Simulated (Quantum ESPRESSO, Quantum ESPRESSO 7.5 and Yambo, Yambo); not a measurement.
# Excitons of MoS2 (P6_3/mmc) on ever denser meshes

Aim: follow the lowest exciton of MoS2 (P6_3/mmc) as the mesh is refined.

Method: PBE and many-body steps on it, plane waves, in Quantum ESPRESSO 7.5 and Yambo 5.3.0.

The database entry behind the starting cell differs from later determinations by our own check (about 0.3 % long), so it need not match the best structure at ambient conditions.

## Step 1: Set-up

Symmetry: P6_3/mmc, No. 194, hexagonal system. The conventional cell has a = 3.169 Å, b = 3.169 Å, c = 12.324 Å, α = 90.00°, β = 90.00°, γ = 120.00°. Mo has 6 S at 2.41 Å nearest. Nearest to S lie 3 Mo at 2.41 Å. Farther neighbours and most contacts between anions are not listed.

As a file:

```cif
data_structure
_symmetry_space_group_name_H-M 'P6_3/mmc'
_symmetry_Int_Tables_number 194
_cell_length_a 3.1690
_cell_length_b 3.1690
_cell_length_c 12.3240
_cell_angle_alpha 90.000
_cell_angle_beta 90.000
_cell_angle_gamma 120.000
_cell_volume 107.18
loop_
_atom_site_label
_atom_site_type_symbol
_atom_site_symmetry_multiplicity
_atom_site_Wyckoff_symbol
_atom_site_fract_x
_atom_site_fract_y
_atom_site_fract_z
_atom_site_occupancy
Mo1 Mo 2 c 0.33333 0.66667 0.25000 1
S1 S 4 f 0.33333 0.66667 0.62300 1
```

The cell and positions come from the Crystallography Open Database and are kept as given unless a step says otherwise.

## Step 2: Empty states on the mesh, 3×3×1 mesh, 112 bands

This step: Quantum ESPRESSO 7.5; DFT, PBE, plane waves, norm-conserving pseudopotentials.

The sums over transitions need many empty states on a uniform mesh; this step solves for them.

pw.in

```
&control
  calculation = 'nscf'
  prefix = 'x'
  outdir = 'o'
  pseudo_dir = 'pseudo'
/
&system
  ibrav = 0
  nat = 6
  ntyp = 2
  ecutwfc = 72.0
  nbnd = 112
  force_symmorphic = .true.
/
&electrons
  conv_thr = 1e-9
  electron_maxstep = 80
  diago_full_acc = .true.
  diago_thr_init = 5e-6
/
ATOMIC_SPECIES
  Mo 95.95 Mo.upf
  S 32.06 S.upf
CELL_PARAMETERS angstrom
  3.1690000000 -0.0000000000 0.0000000000
  -1.5845000000 2.7444345046 0.0000000000
  0.0000000000 0.0000000000 12.3240000000
ATOMIC_POSITIONS crystal
  Mo 0.3333333333 0.6666666667 0.2500000000
  Mo 0.6666666667 0.3333333333 0.7500000000
  S 0.3333333333 0.6666666667 0.6230000000
  S 0.6666666667 0.3333333333 0.1230000000
  S 0.3333333333 0.6666666667 0.8770000000
  S 0.6666666667 0.3333333333 0.3770000000
K_POINTS automatic
  3 3 1 0 0 0
```

The run is started by

```bash
$ OMP_NUM_THREADS=1 mpirun -n 8 pw.x -nk 4 -in pw.in > pw.out
```

The log of the run:

```text
Program PWSCF v.7.5 starts

     This program is part of the open-source Quantum ESPRESSO suite
     for quantum simulation of materials; please cite
         "P. Giannozzi et al., J. Phys.:Condens. Matter 21 395502 (2009);
         "P. Giannozzi et al., J. Phys.:Condens. Matter 29 465901 (2017);
         "P. Giannozzi et al., J. Chem. Phys. 152 154105 (2020);
     in publications or presentations arising from this work. More details at

     Atomic positions and unit cell read from directory:
     o/x.save/

     Message from routine setup:
[...]
k = 0.0000 0.3849 0.0000 (  7472 PWs)   bands (ev):

[...]
k = 0.3333 0.5774 0.0000 (  7476 PWs)   bands (ev):

[...]
45.9635  46.0250  46.0250  46.1253  46.1809  46.1809  47.4762  48.1075
    48.1075  48.5384  48.7534  48.8184  48.8184  49.3135  49.6259  49.6259

     highest occupied, lowest unoccupied level (ev):    10.9922   12.0439

     XML data file, pseudopotentials, collected wavefunctions

=------------------------------------------------------------------------------=
   JOB DONE.
=------------------------------------------------------------------------------=
```

The job ended after 5.5 s (8 MPI ranks of Arm Neoverse V2, shared host; peak memory 0.63 GiB; 43 s of CPU time).

This step gave:

```
gap                                                           : 1.052 eV
k of the valence top                                          : 0, 0, 0
k of the conduction bottom                                    : 0.3333, 0.3333, 0
least direct gap                                              : 1.654 eV
k points computed                                             : 3
lowest point of the top converged band, above the valence top : 38.63 eV
```

On this mesh the gap is 1.052 eV.

The density comes from a self-consistent run that is not shown.

## Step 3: Conversion and set-up

This step: Yambo 5.3.0; conversion and set-up on PBE, plane waves, norm-conserving pseudopotentials.

The states are converted to the many-body program's format and the q mesh is built.

The run is started by

```bash
$ (cd o/x.save; p2y > p2y.log; mv SAVE ../..); yambo > setup.log
```

The log of the run:

```text
 Yambo, version 5.3.0

 [02] CORE Variables Setup
 =========================

  [02.01] Unit cells
  ==================

  Cell kind             :  HCP
  Atoms in the cell     :  Mo  S
  number of Mo atoms    :  2
  number of S  atoms    :   4

  List of atomic masses
  Mass of Mo    :  95.95000
  Mass of S     :  32.06000

  List of atomic coordinates    : [cc]
  Mo1       : -0.29943E-09   3.4575       5.8222      order 1
  Mo2       :   2.99427   1.72874  17.46674  order 2
  S1       : -0.29943E-09   3.4575       14.509      order 3
[...]
0.000000  0.000000  0.000000  0.000000  0.000000  0.000000  0.000000  0.000000

 [03] Transferred momenta grid and indexing
 ==========================================

 IBZ Q-points                                      :  3
 BZ  Q-points                                      :   9

 K/Q-points units:
 rlu = crystal or reduced units; cc = cartesian coordinates; iku = interal k-units

 Q [1]          [rlu]:  0.000000  0.000000  0.000000
 Q [2]          [rlu]: -0.79644E-17  0.33333       0.0000
 Q [3]          [rlu]:  0.333333  0.333333  0.000000

  [03.01] X indexes
  =================

   [03.01.01] Sigma indexes
   ========================

 [06] Game Over & Game summary
```

Wall time 2.1 s (1 MPI rank); peak memory 0.24 GiB.

## Step 4: Screening and self-energy, 3×3×1 mesh, 112 bands, screening to 95.2 eV

G0W0 replaces the xc potential by the self-energy, built once from these orbitals. Only a window of levels is corrected, while the sums run over the empty bands that the input names.

This step: G0W0 on PBE, plane waves, norm-conserving pseudopotentials.

gw1.in

```
HF_and_locXC
gw0
dyson
ppa
em1d
rim_cut
RandQpts= 1000000
RandGvec= 1 RL
EXXRLvcs= 72 Ry
VXCRLvcs= 288 Ry
Chimod= "HARTREE"
% BndsRnXp
 1 | 112 |
%
NGsBlkXp= 7 Ry
% LongDrXp
 1 | 1 | 1 |
%
% GbndRnge
 1 | 112 |
%
DysSolver= "n"
ExtendOut
PPAPntXp= 27.21138 eV
% QPkrange
 1 | 1 | 25 | 28 |
 3 | 3 | 25 | 28 |
%
```

The run is started by

```bash
$ OMP_NUM_THREADS=2 mpirun -n 4 yambo -F gw1.in -J gw1 -C gw1 > gw1.log
```

The log of the run:

```text
 Yambo, version 5.3.0

 [02] CORE Variables Setup
 =========================

  [... cell, symmetries and grids as in the set-up ...]

  [02.05] Energies & Occupations
  ==============================

  [X] === General ===
  [X] Electronic Temperature                        :  0.000000  0.000000 [eV K]
  [X] Bosonic    Temperature                        :  0.000000  0.000000 [eV K]
  [X] Finite Temperature mode                       : no
  [X] El. density                                   :  0.48515E+24 [cm-3]
[...]
QP @ state[ 1 ] b range                          :  25  28
   QP @ state[ 2 ] K range                          :  3  3
   QP @ state[ 2 ] b range                          :  25  28
   GF energies kind                                 : Perdew, Burke & Ernzerhof(X)+Perdew, Burke & Ernzerhof(C)
   GF WF`s kind                                     : Perdew, Burke & Ernzerhof(X)+Perdew, Burke & Ernzerhof(C)
   Xs energies kind                                 : Perdew, Burke & Ernzerhof(X)+Perdew, Burke & Ernzerhof(C)
   Xs WF`s kind                                     : Perdew, Burke & Ernzerhof(X)+Perdew, Burke & Ernzerhof(C)

 [11] Game Over & Game summary
```

Elapsed: 11 s, on 4 MPI ranks; peak memory 1.7 GiB.

This step gave:

```
G0W0 gap on the points computed              : 1.740 eV
starting gap on the mesh                     : 1.052 eV
k of the valence top                         : 0, 0, 0
k of the conduction bottom                   : 0.3333, 0.3333, 0
least direct G0W0 gap on the computed points : 2.303 eV
```

The gap on the mesh goes from 1.05 eV to 1.74 eV, a correction of +0.69 eV.

The gap opens by 0.688 eV; the next steps shift the empty bands rigidly by 0.650 eV, the correction at the start's least direct gap. The exciton steps add spin-orbit coupling, which this shift does not hold.

## Step 5: Empty states on the mesh, 3×3×1 mesh, 102 bands

This step: Quantum ESPRESSO 7.5; DFT, PBE with spin-orbit coupling, plane waves, norm-conserving pseudopotentials.

Edit pw.in of step 2 so:

```diff
@@ -11,4 +11,6 @@
   ecutwfc = 72.0
-  nbnd = 112
+  nbnd = 102
   force_symmorphic = .true.
+  noncolin = .true.
+  lspinorb = .true.
 /
```

The run is started by

```bash
$ OMP_NUM_THREADS=1 mpirun -n 8 pw.x -nk 4 -in pw.in > pw.out
```

The log of the run:

```text
[banner, memory and clock lines left out]
Program PWSCF v.7.5 starts

     Atomic positions and unit cell read from directory:
     o/x.save/

     Message from routine setup:
     using ibrav=0 with symmetry is DISCOURAGED, use correct ibrav instead

     Message from routine divide_et_impera:
     suboptimal parallelization: some nodes have no k-points

     bravais-lattice index     =            0
     lattice parameter (alat)  =       5.9885  a.u.
     unit-cell volume          =     723.3082 (a.u.)^3
     number of atoms/cell      =            6
[...]
23.3960  23.3961  23.8508  23.8508  25.8646  25.8800

          k = 0.0000 0.3849 0.0000 (  7472 PWs)   bands (ev):

[...]
24.4817  24.4817  24.5096  24.5096  25.1092  25.1093

          k = 0.3333 0.5774 0.0000 (  7476 PWs)   bands (ev):

[...]
21.5432  21.5432  21.6836  21.6836  21.7306  21.7306  21.8343  21.8343
    22.0607  22.0607  22.4013  22.4013  23.3509  23.3509  23.3702  23.3702
    23.7206  23.7206  23.7440  23.7440  23.9133  23.9133

     highest occupied, lowest unoccupied level (ev):    11.0005   12.0454

     XML data file, pseudopotentials, collected wavefunctions
```

It took 9.2 s on 8 MPI ranks; peak memory 0.9 GiB; 72 s of CPU time.

This step gave:

| Property | Result |
| --- | --- |
| gap | 1.045 eV |
| k of the valence top | 0, 0, 0 |
| k of the conduction bottom | 0.3333, 0.3333, 0 |
| least direct gap | 1.622 eV |
| k points computed | 3 |
| lowest point of the top converged band, above the valence top | 12.91 eV |

On this mesh the gap is 1.045 eV.

The density comes from a self-consistent run that is not shown, made with spin-orbit coupling and fully relativistic files.

## Step 6: Conversion and set-up

This step: Yambo 5.3.0; conversion and set-up on PBE with spin-orbit coupling, plane waves, norm-conserving pseudopotentials.

The run is started by

```bash
$ (cd o/x.save; p2y > p2y.log; mv SAVE ../..); yambo > setup.log
```

The log of the run:

```text
 Yambo, version 5.3.0

 [02] CORE Variables Setup
 =========================

  [02.01] Unit cells
  ==================

  Cell kind             :  HCP
  Atoms in the cell     :  Mo  S
  number of Mo atoms    :  2
  number of S  atoms    :   4

  List of atomic masses
  Mass of Mo    :  95.95000
  Mass of S     :  32.06000

  List of atomic coordinates    : [cc]
  Mo1       : -0.29943E-09   3.4575       5.8222      order 1
  Mo2       :   2.99427   1.72874  17.46674  order 2
  S1       : -0.29943E-09   3.4575       14.509      order 3
[...]
0.000000  0.000000  0.000000  0.000000  0.000000  0.000000

 [03] Transferred momenta grid and indexing
 ==========================================

 IBZ Q-points                                      :  3
 BZ  Q-points                                      :   9

 K/Q-points units:
 rlu = crystal or reduced units; cc = cartesian coordinates; iku = interal k-units

 Q [1]          [rlu]:  0.000000  0.000000  0.000000
 Q [2]          [rlu]: -0.79644E-17  0.33333       0.0000
 Q [3]          [rlu]:  0.333333  0.333333  0.000000

  [03.01] X indexes
  =================

   [03.01.01] Sigma indexes
   ========================

 [06] Game Over & Game summary
```

It took 2.5 s on 1 MPI rank; peak memory 0.24 GiB.

(Part 1 of 3 ends here.)

[Paths, hosts, dates, memory and timing lines, banners, echoed tables and standing remarks are left out of the program output.]

[Logs are printed without paths, hosts, clocks, repeated set-up lines and the standing remarks that a program may print on its own settings, such as how far it seeks lower states.]

[Runs of the session that timed out or met a known fault of the program may be left out.]

[Hosts, paths, dates, database ids (printed as entryN), source tags and the programs' standing remarks are cut or masked in the printed files.]
